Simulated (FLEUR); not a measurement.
# W/1 ML V on W(001), 2 substrate layers: from one collinear state to anisotropy and Dzyaloshinskii–Moriya interaction, part 2 of 2

Wanted: anisotropy and Dzyaloshinskii–Moriya interaction for W/1 ML V on W(001), 2 substrate layers, with the cost of each step.

FLEUR MaX-R8.1; LDA (VWN); all-electron FLAPW film, Dirac cores, scalar-relativistic bands. The settings are cheaper than careful work needs.

So far. Step 2 (The magnetic state): After 66 cycles the largest moment stands at 0.258 μB.

## (4) Chiral energy of spirals

Level of this step: LDA (VWN); all-electron FLAPW film, Dirac cores, scalar-relativistic bands, flat spirals, first order (FLEUR).

Without an inversion centre the two senses of rotation can differ in energy; q and −q test that.

Flat spirals are solved without spin–orbit coupling, which is then added to first order for three rotation axes. The k list dmi (kpts.xml, not shown) is a Γ-centred 16×16×1 mesh.

Contents of inp.xml:

```
<?xml version="1.0" encoding="UTF-8" standalone="no"?>
<fleurInput fleurInputVersion="0.39">
   <comment>
      VW3
   </comment>
   <calculationSetup>
      <cutoffs Kmax="3.6" Gmax="10.8" GmaxXC="10.8" numbands="0"/>
      <scfLoop itmax="1" minDistance="0.00002" maxIterBroyd="15" imix="Anderson" alpha="0.03" precondParam="0.0" spinf="2.0" sdNocoIR="T"/>
      <coreElectrons ctail="F" frcor="F" kcrel="0" coretail_lmax="0"/>
      <xcFunctional name="vwn" relativisticCorrections="F"/>
      <magnetism jspins="2" l_noco="T" l_ss="T">
         <qss>0.0 0.0 0.0</qss>
         <mtNocoParams l_mperp="F" l_mtNocoPot="F" l_relaxSQA="F" mag_mixing_scheme="0" mix_RelaxWeightOffD="1.0" l_constrained="F" mix_constr="1.0"/>
         <sourceFreeMag l_sourceFree="F" l_scaleMag="F" mag_scale="1.0"/>
      </magnetism>
      <soc l_soc="F" theta="0.0" phi="0.0" spav="T"/>
      <expertModes spex="0" secvar="F"/>
      <geometryOptimization l_f="F" forcealpha="1.0" forcemix="BFGS" epsdisp="0.00001" epsforce="0.00001"/>
      <ldaU l_linMix="F" mixParam="0.05" spinf="1.0"/>
   </calculationSetup>
   <cell>
      <bzIntegration valenceElectrons="55.0" mode="hist" fermiSmearingEnergy="0.00110248">
         <kPointListSelection listName="dmi"/>
         <xi:include xmlns:xi="http://www.w3.org/2001/XInclude" href="kpts.xml"> </xi:include>
      </bzIntegration>
      <xi:include xmlns:xi="http://www.w3.org/2001/XInclude" href="sym.xml"> </xi:include>
      <filmLattice scale="1.0" dVac="14.43" dTilda="16.93">
         <bravaisMatrixFilm>
            <row-1>    5.9803973692603734     0.0000000000000000</row-1>
            <row-2>    0.0000000000000000     5.9803973692603734</row-2>
         </bravaisMatrixFilm>
         <vacuumEnergyParameters vacuum="1" spinUp="-.25" spinDown="-.25"/>
         <vacuumEnergyParameters vacuum="2" spinUp="-.25" spinDown="-.25"/>
      </filmLattice>
   </cell>
   <atomSpecies>
      <species name="Tungsten (1.001" element="W" atomicNumber="74">
         <mtSphere radius="2.43" gridPoints="803" logIncrement="0.017"/>
         <atomicCutoffs lmax="12" lnonsphr="8"/>
         <electronConfig flipSpins="F">
            <coreConfig>(1s1/2) (2s1/2) (2p1/2) (2p3/2) (3s1/2) (3p1/2) (3p3/2) (4s1/2) (3d3/2) (3d5/2) (4p1/2) (4p3/2) (4d3/2) (4d5/2) (4f5/2) (4f7/2)</coreConfig>
            <valenceConfig>(5s1/2) (5p1/2) (5p3/2) (6s1/2) (5d3/2) (5d5/2)</valenceConfig>
            <stateOccupation state="(5d3/2)" spinUp="0.8" spinDown="0.8"/>
            <stateOccupation state="(5d5/2)" spinUp="1.7005" spinDown="0.6995"/>
         </electronConfig>
         <energyParameters s="6" p="6" d="5" f="5"/>
         <lo type="SCLO" l="0" n="5" eDeriv="0"/>
         <lo type="SCLO" l="1" n="5" eDeriv="0"/>
      </species>
      <species name="Vanadium (1.500" element="V" atomicNumber="23">
         <mtSphere radius="2.43" gridPoints="803" logIncrement="0.015"/>
         <atomicCutoffs lmax="12" lnonsphr="8"/>
         <electronConfig flipSpins="F">
            <coreConfig>(1s1/2) (2s1/2) (2p1/2) (2p3/2)</coreConfig>
            <valenceConfig>(3s1/2) (3p1/2) (3p3/2) (4s1/2) (3d3/2) (3d5/2)</valenceConfig>
            <stateOccupation state="(3d3/2)" spinUp="0.6" spinDown="0.6"/>
            <stateOccupation state="(3d5/2)" spinUp="1.65" spinDown="0.15"/>
         </electronConfig>
         <energyParameters s="4" p="4" d="3" f="4"/>
         <lo type="SCLO" l="0" n="3" eDeriv="0"/>
         <lo type="SCLO" l="1" n="3" eDeriv="0"/>
      </species>
   </atomSpecies>
   <atomGroups>
      <atomGroup species="Tungsten (1.001">
         <filmPos label="                   1">.0000000000 .0000000000 -4.3848022369</filmPos>
         <force calculate="T" relaxXYZ="TTT"/>
         <nocoParams  alpha="0.0" beta="1.5707963"/>
      </atomGroup>
      <atomGroup species="Tungsten (1.001">
         <filmPos label="                   2">1.000/2.000 1.000/2.000 -1.3946247528</filmPos>
         <force calculate="T" relaxXYZ="TTT"/>
         <nocoParams  alpha="0.0" beta="1.5707963"/>
      </atomGroup>
      <atomGroup species="Vanadium (1.500">
         <filmPos label="                   3">.0000000000 .0000000000 1.4950887420</filmPos>
         <force calculate="T" relaxXYZ="TTT"/>
         <nocoParams  alpha="0.0" beta="1.5707963"/>
      </atomGroup>
      <atomGroup species="Tungsten (1.001">
         <filmPos label="                   4">1.000/2.000 1.000/2.000 4.3848022369</filmPos>
         <force calculate="T" relaxXYZ="TTT"/>
         <nocoParams  alpha="0.0" beta="1.5707963"/>
      </atomGroup>
   </atomGroups>
   <output dos="F" band="F" slice="F">
      <bandDOS minEnergy="-.5*Htr" maxEnergy="0.5*Htr" sigma="0.015" storeEVData="T"/>
      <plotting iplot="0" polar="F">
         <plot TwoD="T" vec1="  1.0  0.0  0.0" vec2="  0.0  1.0  0.0" vec3="  0.0  0.0  1.0" zero="  0.0  0.0 -0.5" file="plot"/>
      </plotting>
      <moessbauerParams electricFieldGradient="F" isomerShift="F" coreHyperfine="F" valenceHyperfine="F"/>
   </output>
   <forceTheorem>
      <DMI theta="0.0 1.5707963 1.5707963" phi="0.0 0.0 1.5707963">
      <qVectors>
         <q>0.00000000 0.00000000 0.00000000</q>
         <q>0.00000000 0.25000000 0.00000000</q>
         <q>-0.00000000 -0.25000000 -0.00000000</q>
         <q>0.00000000 0.50000000 0.00000000</q>
         <q>0.25000000 0.50000000 0.00000000</q>
         <q>0.50000000 0.50000000 0.00000000</q>
         <q>0.25000000 0.25000000 0.00000000</q>
      </qVectors>
      </DMI>
   </forceTheorem>
</fleurInput>
```

Started as:

```bash
> OMP_NUM_THREADS=1 mpirun -n 4 fleur_MPI -warn_only > fleur.log
```

The program printed:

```text
[banner, memory and clock lines left out]
Welcome to FLEUR        (www.flapw.de)
      MaX-Release 8.1          (www.max-centre.eu)
 qss = 0 ; not a spin-spiral!

 ========== k-point set info ==========
 Selected k-point list: dmi
 k-point list type: mesh
 0 x 0 x 0
 Number of k points: 256

 [... set-up left out ...]
 ********************************************************************
 Run finished successfully
 Stop message:
   Forcetheorem DMI
 ********************************************************************

--- out.xml (force theorem) ---
<Forcetheorem_DMI qPoints="7" ef="1" Angles="3" units="Htr">
            <Entry q="1" ef-shift="0.00000" ev-sum="-64.93305465"/>
            <allAtoms q="1" ef-shift="0.00000" theta="0.00000000" phi="3.14159265" H_so="0.00000000"/>
            <allAtoms q="1" ef-shift="0.00000" theta="-1.57079630" phi="3.14159265" H_so="0.00000000"/>
            <allAtoms q="1" ef-shift="0.00000" theta="-1.57079630" phi="4.71238895" H_so="0.00000000"/>
            <Entry q="2" ef-shift="0.00000" ev-sum="-64.93291689"/>
            <allAtoms q="2" ef-shift="0.00000" theta="0.00000000" phi="3.14159265" H_so="0.00000000"/>
            <allAtoms q="2" ef-shift="0.00000" theta="-1.57079630" phi="3.14159265" H_so="-0.00001065"/>
            <allAtoms q="2" ef-shift="0.00000" theta="-1.57079630" phi="4.71238895" H_so="0.00000000"/>
            <Entry q="3" ef-shift="0.00000" ev-sum="-64.93291689"/>
            <allAtoms q="3" ef-shift="0.00000" theta="0.00000000" phi="3.14159265" H_so="0.00000000"/>
            <allAtoms q="3" ef-shift="0.00000" theta="-1.57079630" phi="3.14159265" H_so="0.00001065"/>
            <allAtoms q="3" ef-shift="0.00000" theta="-1.57079630" phi="4.71238895" H_so="0.00000000"/>
            <Entry q="4" ef-shift="0.00000" ev-sum="-64.93287115"/>
            <allAtoms q="4" ef-shift="0.00000" theta="0.00000000" phi="3.14159265" H_so="0.00000000"/>
            <allAtoms q="4" ef-shift="0.00000" theta="-1.57079630" phi="3.14159265" H_so="0.00000312"/>
            <allAtoms q="4" ef-shift="0.00000" theta="-1.57079630" phi="4.71238895" H_so="0.00000000"/>
            <Entry q="5" ef-shift="0.00000" ev-sum="-64.93285302"/>
            <allAtoms q="5" ef-shift="0.00000" theta="0.00000000" phi="3.14159265" H_so="0.00000000"/>
            <allAtoms q="5" ef-shift="0.00000" theta="-1.57079630" phi="3.14159265" H_so="-0.00000341"/>
            <allAtoms q="5" ef-shift="0.00000" theta="-1.57079630" phi="4.71238895" H_so="-0.00000032"/>
            <Entry q="6" ef-shift="0.00000" ev-sum="-64.93282764"/>
            <allAtoms q="6" ef-shift="0.00000" theta="0.00000000" phi="3.14159265" H_so="0.00000000"/>
            <allAtoms q="6" ef-shift="0.00000" theta="-1.57079630" phi="3.14159265" H_so="0.00000000"/>
            <allAtoms q="6" ef-shift="0.00000" theta="-1.57079630" phi="4.71238895" H_so="0.00000000"/>
            <Entry q="7" ef-shift="0.00000" ev-sum="-64.93286340"/>
            <allAtoms q="7" ef-shift="0.00000" theta="0.00000000" phi="3.14159265" H_so="0.00000000"/>
            <allAtoms q="7" ef-shift="0.00000" theta="-1.57079630" phi="3.14159265" H_so="0.00000083"/>
            <allAtoms q="7" ef-shift="0.00000" theta="-1.57079630" phi="4.71238895" H_so="-0.00000083"/>
         </Forcetheorem_DMI>
```

It took 14 min on 4 MPI ranks of Arm Neoverse V1, shared host; peak memory 1.6 GiB.

First order in the spin-orbit coupling, flat spirals. Spin orbit energy of spirals, by row:

```
  q1     q2  q3  qx (Å⁻¹)       qy  qz  rotation axis z (meV a cell)    axis x     axis y
   0      0   0         0        0   0                             0         0          0
   0   0.25   0         0   0.4964   0                             0   -0.2898          0
   0  -0.25   0         0  -0.4964   0                             0    0.2898          0
   0    0.5   0         0   0.9927   0                             0    0.0849          0
0.25    0.5   0    0.4964   0.9927   0                             0  -0.09279  -0.008708
 0.5    0.5   0    0.9927   0.9927   0                             0         0          0
0.25   0.25   0    0.4964   0.4964   0                             0   0.02259   -0.02259
```

Parts of the atoms at the smallest wavevector:

```
atom  rotation axis z (meV)     axis x  axis y
  W1                      0   -0.06204       0
  W2                      0   -0.06367       0
  V3                      0  -0.001361       0
  W4                      0    -0.1627       0
```

## (5) Outcome

```json
{"reference state": "ferromagnetic", "largest sphere moment": "0.258 μB", "easy direction of those tried": "z", "energy along x less z, force theorem": "1.12 meV a primitive cell", "largest chiral energy (length of the three axes' vector)": "0.290 meV a cell", "chiral energy over |q| at the smallest q, (0, 0.496, 0) 1/Å": "0.584 meV Å a cell, for the axis (-1, 0, 0)"}
```

What this shows: By the force theorem the moments prefer z; shape anisotropy is not in it, and in a film it favours the plane. It is not shown converged in the mesh. Rows at the zone's boundary need not be chiral and are not counted. At the smallest wavevector the energy changes sign with q, so one sense of rotation is favoured there. One point gives no true slope, and the favoured sense can change along the path. Signs follow the program's convention and were not checked against another code. At that wavevector the atoms with little moment give -0.13 meV of the -0.29 meV for the rotation axis x; single atoms give up to 0.16 meV, and the mesh was not tested. The state was typed, and no other order was converged beside it, so it need not be the ground state. Core electrons leak out of the spheres (0.026 e), which costs some accuracy. A substrate of 2 unrelaxed layers is a model; thickness and relaxation can move these numbers.

[Logs and program files are shortened in this print: banners, set-up blocks, solver, clock and traceback lines can be left out without a mark of their own.]

[Logs are printed without paths, hosts, clocks, repeated set-up lines and the standing remarks that a program may print on its own settings, such as how far it seeks lower states.]

[Hosts, paths, dates, database ids (printed as entryN), source tags and the programs' standing remarks are cut or masked in the printed files.]

[Where a cell is said to come from a database of computed structures, the database is the Materials Project.]
